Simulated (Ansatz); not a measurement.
# The arsenene bilayer (AB) between two gates

Aim: screening and gap of the neutral arsenene bilayer (AB) between oppositely charged gates.

Program: Ansatz 0.2.0. Level of theory: plane-wave DFT, PBE-D3(BJ), Ansatz PAW, in the first sound run; inputs show where later runs differ. Results are calculated unless marked as measured.

### Step 1. The starting structure

The cell holds 4 atoms: 4 As. Its edges and angles: a = 3.610 Å, b = 3.610 Å, c = 23.800 Å, α = 90.0°, β = 90.0°, γ = 120.0°. Regions: layer 1: arsenene, 2 atoms (2 As); layer 2: arsenene, 2 atoms (2 As). Vacuum lies along c.

### Step 2. Relaxation

The starting cell is a guess, so the in-plane lattice and the atoms are relaxed first, with the slab cut off from its images along the normal. The program lengthens the vector along the normal by itself, so c and the volume that it reports differ from the typed ones.

Contents of input.yaml:

```yaml
crystal:
  lattice:
    - [3.61, 0.0, 0.0]
    - [-1.805, 3.1263517077, 0.0]
    - [0.0, 0.0, 23.8]
  atoms:
    - { symbol: As, position: [0.6666666667, 0.3333333333, 0.3781512605] }
    - { symbol: As, position: [0.3333333333, 0.6666666667, 0.4369747899] }
    - { symbol: As, position: [0.0, 0.0, 0.5630252101] }
    - { symbol: As, position: [0.6666666667, 0.3333333333, 0.6218487395] }
  periodic: [true, true, false]
kpoints:
  mp_grid: { grid: [12, 12, 1] }
hamiltonian:
  xc: pbe
  dispersion: d3bj
scf:
  occupations: { method: fermi_dirac, width: 0.05 }
  convergence: { dr2_threshold: 1.0e-09 }
relax:
  f_tol: 0.004
  max_steps: 90
  cell: {}
output:
  write_potential: true
  write_density: true
  volumetric_format: npy
```

Launch:

```sh
$ ansatz run input.yaml --threads 8 --pin off --max-ram 12288MiB --backend cpu --events-out ev --progress --plain --runs-dir out
```

Numbers of over 12 decimals in the logs are rounded to 6 here.

The log of the run:

```text
Warning: crystal.periodic: the lattice vector that does not repeat stood 0.000° off the slab's normal, 23.800 Å along it as the deck builds it. The run solves the slab on a vector along the normal, 35.400 Å long, with every atom where it was (on the deck's vector they left 18.00 Å outside them, and the widest stretch free of ions among them is 3.00 Å). A fractional position that the run reports is one of the run's ce [...]
Warning: relax.cell: scf.convergence.dr2_threshold = 1e-9 eV is looser than the 1.60230732251e-10 eV advised for a relaxation that steers and ends on the stress (1e-10 eV for each atom of the cell: 4, times the square of relax.cell.stress_2d_tol = 0.05 N/m over 15.8 Å (the atoms' height at the walk's start and 5 Å past either face), 3.165e-2 GPa, over a crystal's default 0.05). What an SCF threshold leaves in a stress goes as its square root, and in the free energy as the threshold itself, and one threshold admits the most on a small cell: [figures from the program's tests cut] Set scf.convergence.dr2_threshold to 1.60230732251e-10 eV or tighter. [rest of the remark cut]
crystal.periodic: the lattice vector that does not repeat stood 0.000° off the slab's normal, 23.800 Å along it as the deck builds it. The run solves the slab on a vector along the normal, 35.400 Å long, with every atom where it was (on the deck's vector they left 18.00 Å outside them, and the widest stretch free of ions among them is 3.00 Å). A fractional position that the run reports is one of the run's cell, which [...]
Engine: ansatz 0.2.0, aarch64-unknown-linux-gnu
Pseudopotentials: kind: paw
Pseudopotential: As, paw, valence charge 15, recommended cutoff 420 eV (normal), As.paw.azcp
Functional definition: PBE
  parameter kappa = 0.804
  parameter beta = 0.066725
  exchange = pbe_x(kappa = kappa, mu = beta*pi^2/3)
  correlation = pbe_c(beta = beta)
Crystal: 4 atoms, lattice volume = 399.529 Å³
Basis set: ecut = 420 eV, 7727 PW (Γ), exchange–correlation on 50×50×480 points (8 copies of the dense FFT grid, shifted against one another)
Bands: 36, of which v1, the nominal top of the filled ones, is band 30 counted from 1 (29 counted from 0)
Symmetry: 12 space group operations
Space group: P-3m1 (ITA 164), of the structure as read, at distance tolerance 7.4e-5 Å
k-points: 19 of 144
Non-local potential: As, projectors of the file, l = 0: 2, l = 1: 2, l = 2: 3, l = 3: 1
PAW form: soft (Blöchl's): semilocal exchange-correlation on the pseudo side does not see the compensation charge
PAW one-centre angular grid: As, 590 points (default); XC on 64 Gauss nodes
Initial density: superposition of atomic densities (neutral atoms: chi_scale 0, normalization atom), corrected by the library's trained network
Initial wavefunctions: pseudopotential atomic-orbital guess
Functional: x = pbe(κ = 0.804, μ = 0.219515), c = pbe(β = 0.066725)
SCF iter   1: F=—  HF=-19425.605238 eV  |F-HF|=—  |Δ(HF+E_count)|=         —  Δρ=8.72e-4  dr2=8.61e-3  ethr=1.77e-3  ⟨swp⟩=11.3  Hψ=3543  notcnv=0
preconditioner: auto → Resta (q_TF=auto, 1.989 Å⁻¹)  ε∞=1.9  [insulator: Δε(μ)=0.735 eV  Ē_g=8.755 eV  σ=0.050 eV  W_gap=1.00  n_scr=22 (ndim 8)  ℏωp=8.3 eV  f_vac=0.731  D(μ)=0.00/eV (n_scr^D=0)  ε∞_Penn≈1.9  vacuum switching on, ρ_ref=5.6e-3 e/Å³]
SCF iter   2: F=—  HF=-19425.603557 eV  |F-HF|=—  |Δ(HF+E_count)|=   1.68e-3  Δρ=7.69e-4  dr2=9.10e-3  ethr=1.44e-5  ⟨swp⟩=4.1  Hψ=1858  notcnv=0  defer=19
SCF iter   3: F=—  HF=-19425.602903 eV  |F-HF|=—  |Δ(HF+E_count)|=   6.55e-4  Δρ=3.69e-4  dr2=2.22e-3  ethr=1.44e-5  ⟨swp⟩=2.0  Hψ=844  notcnv=0  defer=19
SCF iter   4: F=—  HF=-19425.602970 eV  |F-HF|=—  |Δ(HF+E_count)|=   6.79e-5  Δρ=1.36e-4  dr2=1.78e-4  ethr=3.70e-6  ⟨swp⟩=2.7  Hψ=1042  notcnv=0  defer=19
SCF iter   5: F=—  HF=-19425.602993 eV  |F-HF|=—  |Δ(HF+E_count)|=   2.29e-5  Δρ=5.42e-5  dr2=1.62e-5  ethr=2.97e-7  ⟨swp⟩=2.9  Hψ=1201  notcnv=0  defer=19
SCF iter   6: F=—  HF=-19425.603000 eV  |F-HF|=—  |Δ(HF+E_count)|=   7.10e-6  Δρ=1.34e-5  dr2=1.31e-6  ethr=2.70e-8  ⟨swp⟩=2.8  Hψ=1359  notcnv=0  defer=19
SCF iter   7: F=—  HF=-19425.603020 eV  |F-HF|=—  |Δ(HF+E_count)|=   1.91e-5  Δρ=5.62e-6  dr2=1.30e-7  ethr=2.19e-9  ⟨swp⟩=2.9  Hψ=1406  notcnv=0  defer=18
SCF iter   8: F=—  HF=-19425.603019 eV  |F-HF|=—  |Δ(HF+E_count)|=   1.19e-7  Δρ=1.45e-6  dr2=5.26e-9  ethr=2.16e-10  ⟨swp⟩=3.0  Hψ=1370  notcnv=0  defer=18
SCF iter   9: F=—  HF=-19425.603019 eV  |F-HF|=—  |Δ(HF+E_count)|=   6.36e-9  Δρ=6.30e-7  dr2=1.44e-9  ethr=1.67e-12  ⟨swp⟩=11.1  Hψ=4935  notcnv=0
SCF iter  10: F=-19425.603019 eV  HF=-19425.603019 eV  |F-HF|=7.28e-11  |Δ(HF+E_count)|=   1.98e-9  Δρ=5.00e-8  dr2=1.83e-11  ethr=1.67e-12  ⟨swp⟩=8.7  Hψ=3921  notcnv=0
SCF 1 converged in 10 iterations: F = -19425.603019 eV  dr2 = 1.83e-11
  greatest PAW one-centre occupation: 0.999 electrons in one spin orbital (limit 2), on the As atom at site 2 (counted from 0), in its partial waves of l = 2
relax step   1: F+E_penalty+E_count = -19425.60301941 eV  Δ(F+E_penalty+E_count) = +0.000e0 eV  max|allowed force component| = 2.460e-1 eV/Å  Δτ_max = 0.0000 Å  P = -0.791 N/m  Ω = 399.529 Å³  fix = [c, alpha, beta]  reactions: c -0.000 N/m  (10 SCF iters, accepted)
Crystal: 4 atoms, lattice volume = 398.818 Å³
Basis set: ecut = 420 eV, 7679 PW (Γ), exchange–correlation on 50×50×480 points (8 copies of the dense FFT grid, shifted against one another)
Initial density: handed on by an earlier stage of this run
Initial wavefunctions: those handed on with the density
iter 1 solved again at ethr=1.25e-4 eV; its pass at ethr=3.10e-3 eV (dr2=7.48e-2 eV) is discarded
SCF iter   1: F=—  HF=-19425.617616 eV  |F-HF|=—  |Δ(HF+E_count)|=         —  Δρ=6.56e-3  dr2=7.52e-2  ethr=1.25e-4  ⟨swp⟩=2.0  Hψ=3805  notcnv=0
preconditioner: auto → LDOS  [insulator: Δε(μ)=0.387 eV  Ē_g=8.933 eV  σ=0.050 eV  W_gap=0.96  n_scr=22 (ndim 8)  ℏωp=8.3 eV  f_vac=0.743  D(μ)=0.09/eV (n_scr^D=2)  ε∞_Penn≈1.9  β→1.0]
SCF iter   2: F=—  HF=-19425.645347 eV  |F-HF|=—  |Δ(HF+E_count)|=   2.77e-2  Δρ=1.92e-3  dr2=1.39e-1  ethr=1.25e-4  ⟨swp⟩=3.3  Hψ=1129  notcnv=0
SCF iter   3: F=—  HF=-19425.642820 eV  |F-HF|=—  |Δ(HF+E_count)|=   2.53e-3  Δρ=1.99e-3  dr2=1.30e-1  ethr=1.25e-4  ⟨swp⟩=4.1  Hψ=1280  notcnv=0
SCF iter   4: F=—  HF=-19425.629268 eV  |F-HF|=—  |Δ(HF+E_count)|=   1.36e-2  Δρ=7.06e-4  dr2=1.64e-2  ethr=1.25e-4  ⟨swp⟩=2.2  Hψ=921  notcnv=0
SCF iter   5: F=—  HF=-19425.626960 eV  |F-HF|=—  |Δ(HF+E_count)|=   2.31e-3  Δρ=1.95e-4  dr2=1.17e-3  ethr=2.73e-5  ⟨swp⟩=2.2  Hψ=908  notcnv=0
[...]
SCF iter   4: F=—  HF=-19425.646479 eV  |F-HF|=—  |Δ(HF+E_count)|=   3.05e-3  Δρ=3.37e-4  dr2=3.32e-3  ethr=4.46e-5  ⟨swp⟩=1.9  Hψ=825  notcnv=0
SCF iter   5: F=—  HF=-19425.645913 eV  |F-HF|=—  |Δ(HF+E_count)|=   5.66e-4  Δρ=1.01e-4  dr2=3.07e-4  ethr=5.53e-6  ⟨swp⟩=2.5  Hψ=875  notcnv=0
SCF iter   6: F=—  HF=-19425.645864 eV  |F-HF|=—  |Δ(HF+E_count)|=   4.82e-5  Δρ=1.82e-5  dr2=8.31e-6  ethr=5.11e-7  ⟨swp⟩=2.5  Hψ=854  notcnv=0
SCF iter   7: F=—  HF=-19425.645861 eV  |F-HF|=—  |Δ(HF+E_count)|=   3.33e-6  Δρ=3.64e-6  dr2=8.43e-8  ethr=1.39e-8  ⟨swp⟩=3.6  Hψ=1530  notcnv=0
SCF iter   8: F=—  HF=-19425.645881 eV  |F-HF|=—  |Δ(HF+E_count)|=   2.01e-5  Δρ=9.81e-7  dr2=1.51e-8  ethr=1.41e-10  ⟨swp⟩=3.1  Hψ=1400  notcnv=0
SCF iter   9: F=-19425.645881 eV  HF=-19425.645881 eV  |F-HF|=6.18e-10  |Δ(HF+E_count)|=   5.74e-9  Δρ=2.08e-7  dr2=5.88e-10  ethr=1.67e-12  ⟨swp⟩=9.7  Hψ=5400  notcnv=0
SCF 3 converged in 9 iterations: F = -19425.645881 eV  dr2 = 5.88e-10
relax step   3: F+E_penalty+E_count = -19425.64588125 eV  Δ(F+E_penalty+E_count) = -1.909e-2 eV  max|allowed force component| = 1.706e-2 eV/Å  Δτ_max = 0.1951 Å  P = +1.463 N/m  Ω = 402.081 Å³  energy of the carried Pulay correction = -7.693e-5 eV  fix = [c, alpha, beta]  reactions: c +0.000 N/m  (9 SCF iters, accepted)
[...]
relax step   4: F+E_penalty+E_count = -19425.63180688 eV  Δ(F+E_penalty+E_count) = +1.407e-2 eV  max|allowed force component| = 2.227e-1 eV/Å  Δτ_max = 0.1509 Å  P = +1.009 N/m  Ω = 410.786 Å³  energy of the carried Pulay correction = -3.357e-4 eV  fix = [c, alpha, beta]  (9 SCF iters, rejected (line search))
[...]
relax step   5: F+E_penalty+E_count = -19425.65789998 eV  Δ(F+E_penalty+E_count) = -1.202e-2 eV  max|allowed force component| = 4.996e-2 eV/Å  Δτ_max = 0.0281 Å  P = -0.355 N/m  Ω = 414.076 Å³  energy of the carried Pulay correction = -4.321e-4 eV  fix = [c, alpha, beta]  reactions: c -0.000 N/m  (9 SCF iters, accepted)
[...]
relax step   6: F+E_penalty+E_count = -19425.65899132 eV  Δ(F+E_penalty+E_count) = -1.091e-3 eV  max|allowed force component| = 1.394e-2 eV/Å  Δτ_max = 0.0138 Å  P = -0.023 N/m  Ω = 412.803 Å³  energy of the carried Pulay correction = -3.949e-4 eV  fix = [c, alpha, beta]  reactions: c -0.000 N/m  (7 SCF iters, accepted)
[...]
relax step   7: F+E_penalty+E_count = -19425.65906801 eV  Δ(F+E_penalty+E_count) = -7.669e-5 eV  max|allowed force component| = 2.583e-3 eV/Å  Δτ_max = 0.0060 Å  P = +0.004 N/m  Ω = 412.796 Å³  energy of the carried Pulay correction = -3.947e-4 eV  fix = [c, alpha, beta]  reactions: c +0.000 N/m  (7 SCF iters, accepted)
Initial wavefunctions: pseudopotential atomic-orbital guess (no wavefunctions were taken with the density)
iter 1 solved again at ethr=2.15e-7 eV; its pass at ethr=3.10e-3 eV (dr2=1.29e-4 eV) is discarded
SCF iter   1: F=—  HF=-19425.659379 eV  |F-HF|=—  |Δ(HF+E_count)|=         —  Δρ=1.76e-5  dr2=1.29e-7  ethr=2.15e-7  ⟨swp⟩=5.7  Hψ=6213  notcnv=0
preconditioner: auto → LDOS  [insulator: Δε(μ)=0.173 eV  Ē_g=9.013 eV  σ=0.050 eV  W_gap=0.69  n_scr=28 (ndim 8)  ℏωp=8.2 eV  f_vac=0.755  D(μ)=0.62/eV (n_scr^D=4)  ε∞_Penn≈1.8  β→1.0]
SCF iter   2: F=—  HF=-19425.659514 eV  |F-HF|=—  |Δ(HF+E_count)|=   1.35e-4  Δρ=3.77e-6  dr2=4.44e-8  ethr=2.14e-10  ⟨swp⟩=4.8  Hψ=2040  notcnv=0
SCF iter   3: F=—  HF=-19425.659512 eV  |F-HF|=—  |Δ(HF+E_count)|=   2.15e-6  Δρ=1.37e-6  dr2=3.92e-9  ethr=7.39e-11  ⟨swp⟩=2.7  Hψ=1372  notcnv=0
SCF iter   4: F=—  HF=-19425.659514 eV  |F-HF|=—  |Δ(HF+E_count)|=   1.80e-6  Δρ=3.24e-7  dr2=1.99e-9  ethr=1.67e-12  ⟨swp⟩=15.8  Hψ=5516  notcnv=0
SCF iter   5: F=-19425.659514 eV  HF=-19425.659514 eV  |F-HF|=1.72e-8  |Δ(HF+E_count)|=   1.14e-7  Δρ=1.26e-7  dr2=1.49e-10  ethr=1.67e-12  ⟨swp⟩=6.9  Hψ=4024  notcnv=0
SCF 8 converged in 5 iterations: F = -19425.659514 eV  dr2 = 1.49e-10
relax step   8: F+E_penalty+E_count = -19425.65951397 eV  Δ(F+E_penalty+E_count) = -4.460e-4 eV  max|allowed force component| = 2.635e-3 eV/Å  Δτ_max = 0.0000 Å  P = +0.009 N/m  Ω = 412.796 Å³  fix = [c, alpha, beta]  reactions: c +0.000 N/m  stress off target by 8.84e-3 N/m on what of the cell is left free  SCF on the basis re-selected at this cell (its energy is not comparable with the rows above)  (5 SCF iters)
basis re-selected at this cell: Δ(F+E_penalty+E_count) = -4.460e-4 eV, ΔP = +0.004 N/m vs the last step (what re-selecting the basis moved, of the pressure what is left beyond the Pulay correction that the steps carried, after the strain that the cell walked since its last selection, with what the two solves' SCF thresholds leave and, on support functions, any second-order correction that the steps lacked; it is no m [...]
WARN: The input density's exchange-correlation potential varies sharply where the density is thin. Do not read a vacuum level from v_tot or v_xc, or from such a field of the output density. On a cell that repeats whose density bears no net charge and no dipole along the vacuum's axis use v_es (v_loc + v_h of the components); under efield.dipole_correction with no amplitude use v_es + v_field, which holds any external [...]
SCF converged after 5 iterations
Free energy (F): -19425.659514 eV
Harris-Foulkes:  -19425.659514 eV  (|F-HF|=1.72e-8)
Internal energy: -19425.654006 eV  (E = F + TS)
E sigma→0 (E₀):  -19425.656760 eV
Entropy (-TS):   -0.005508 eV (-1.377 meV/atom)
Fermi energy:    -4.144829 eV
--- Per-component energies (eV) ---
  E_band       = -1833.776149
  E_kinetic    = 409.607366
  E_local      = -191017.739108  (includes V_loc(G=0)·N_el)
  E_nonlocal   = -2682.835128
  E_hartree    = 95420.629680
  E_xc         = -316.412977
  E_vxc        = -316.049161  (∫ρ·V_xc dr)
  E_paw        = -7338.347072  (= ΣΔE_a)
  E_vpaw       = 931.981714  (= ΣTr[D̂ρ^β])
  E_aug_tail   = 0.000027  (compensation charges beyond the density's cutoff)
  E_ewald      = 86100.659996
  E_disp       = -1.216789  (pairwise vdW)
  E_smearing   = -0.005508  (= −TS)
  E_closure    = 0.000000  (closes the sum)
  Σ components = -19425.659514   (vs F -19425.659514, Δ=0.00e0)
--- Forces (eV/Å), atoms counted from 1 ---
  atom   1  As     0.00000000     0.00000000     0.00263529
  atom   2  As     0.00000000    -0.00000000    -0.00130137
  atom   3  As    -0.00000000     0.00000000     0.00130137
  atom   4  As     0.00000000    -0.00000000    -0.00263529
  max |Σ_I F_I| component: 4.34e-19 eV/Å
--- 2D stress c σ (N/m, compression-positive) ---
        0.008843      -0.000000      -0.000000
       -0.000000       0.008843      -0.000000
       -0.000000      -0.000000       0.000000
  P = ½ c Tr σ = 0.0088 N/m
--- Band table (eV; the first three rows and the last of 19) ---
  k-point 0: bands = [... 26 lower, -5.8466, -5.6607, -5.6607, -4.5962, -3.9938, -2.7120, -2.7120, -2.1088, ... 2 higher]
  k-point 1: bands = [... 26 lower, -6.1665, -6.1260, -5.7591, -4.2182, -3.4787, -2.8052, -2.5160, -1.9930, ... 2 higher]
  k-point 2: bands = [... 26 lower, -6.6372, -6.1687, -6.1016, -4.8080, -3.2986, -2.4458, -2.1447, -1.6851, ... 2 higher]
  k-point 18: bands = [... 26 lower, -8.0935, -7.4918, -7.4918, -6.7807, -2.9346, -2.9346, -1.8834, -0.1088, ... 2 higher]
  the weakly bound empty levels are not read free of the cell's end (no_gap_told)
--- Relaxed structure (7 steps of the walk, 6 accepted, 1 SCFs on fresh bases) ---
  F+E_penalty+E_count = -19425.65951397 eV   max|allowed force component| = 2.635e-3 eV/Å   (the final SCF, on the basis selected at the relaxed cell)
  cell:  # Å, volume = 412.7962 Å³
    - [3.669449, 0, 0]
    - [-1.834725, 3.177836, 0]
    - [0, 0, 35.4000000004]
  atoms:
    - { symbol: As, position: [0.666667, 0.333333, 0.266584] }
    - { symbol: As, position: [0.333333, 0.666667, 0.304600] }
    - { symbol: As, position: [-9.460409731607342e-18, 1.387778780943004e-17, 0.367717] }
    - { symbol: As, position: [0.666667, 0.333333, 0.405733] }
```

Run time: 21 s. Hardware: 8 threads of Arm Neoverse V1, shared host; peak memory 1.2 GiB; 2.7 min of CPU time.

Step by step:

| step | energy less that of the first step (eV) | largest force component (eV/Å) | volume (Å³) |
| --- | --- | --- | --- |
| 1 | 0.0000 | 0.2460 | 399.53 |
| 2 | -0.0238 | 0.1274 | 398.82 |
| 3 | -0.0429 | 0.0171 | 402.08 |
| 4 | -0.0288 | 0.2227 | 410.79 |
| 5 | -0.0549 | 0.0500 | 414.08 |
| 6 | -0.0560 | 0.0139 | 412.80 |
| 7 | -0.0560 | 0.0026 | 412.80 |
| 8* | -0.0565 | 0.0026 | 412.80 |

Relaxation steps marked * repeat the geometry before them on a plane-wave basis chosen anew for their cell, so energy and pressure can jump there. Relaxation step 4 was tried and not accepted.

Forces are held to the 12 operations that the run works with; a distortion that breaks them can't arise in this run.

| cell as run | before | after | change |
| --- | --- | --- | --- |
| a (Å) | 3.610 | 3.669 | +1.6 % |
| b (Å) | 3.610 | 3.669 | +1.6 % |

The atoms that moved most (Å, along periodic axes as changes of fractional coordinates times the final cell, across vacuum about the mean position):

| atom | dx | dy | dz | length |
| --- | --- | --- | --- | --- |
| As4 | 0.000 | 0.000 | -0.437 | 0.437 |
| As1 | 0.000 | 0.000 | 0.437 | 0.437 |
| As2 | 0.000 | 0.000 | 0.383 | 0.383 |
| As3 | 0.000 | 0.000 | -0.383 | 0.383 |

The relaxed structure:

```cif
data_structure
_symmetry_space_group_name_H-M 'P 1'
_symmetry_Int_Tables_number 1
_cell_length_a 3.6694
_cell_length_b 3.6694
_cell_length_c 35.4000
_cell_angle_alpha 90.000
_cell_angle_beta 90.000
_cell_angle_gamma 120.000
_cell_volume 412.80
loop_
_atom_site_label
_atom_site_type_symbol
_atom_site_fract_x
_atom_site_fract_y
_atom_site_fract_z
_atom_site_occupancy
As1 As 0.66667 0.33333 0.26658 1
As2 As 0.33333 0.66667 0.30460 1
As3 As 0.00000 0.00000 0.36772 1
As4 As 0.66667 0.33333 0.40573 1
```

This step gave:

- energy at zero smearing: -19425.6568 eV

The lattice constant a goes from 3.610 to 3.669 Å.

(Continued in part 2 of 3.)

[Logs are printed without paths, hosts, clocks, repeated set-up lines and the standing remarks that a program may print on its own settings, such as how far it seeks lower states.]

[Hosts, paths, dates, database ids (printed as entryN), source tags and the programs' standing remarks are cut or masked in the printed files.]

[Maps of the electrostatic potential energy from Ansatz leave out the sawtooth potential of an applied field or a dipole correction, so their vacuum need not be flat; planar profiles and work functions include it.]
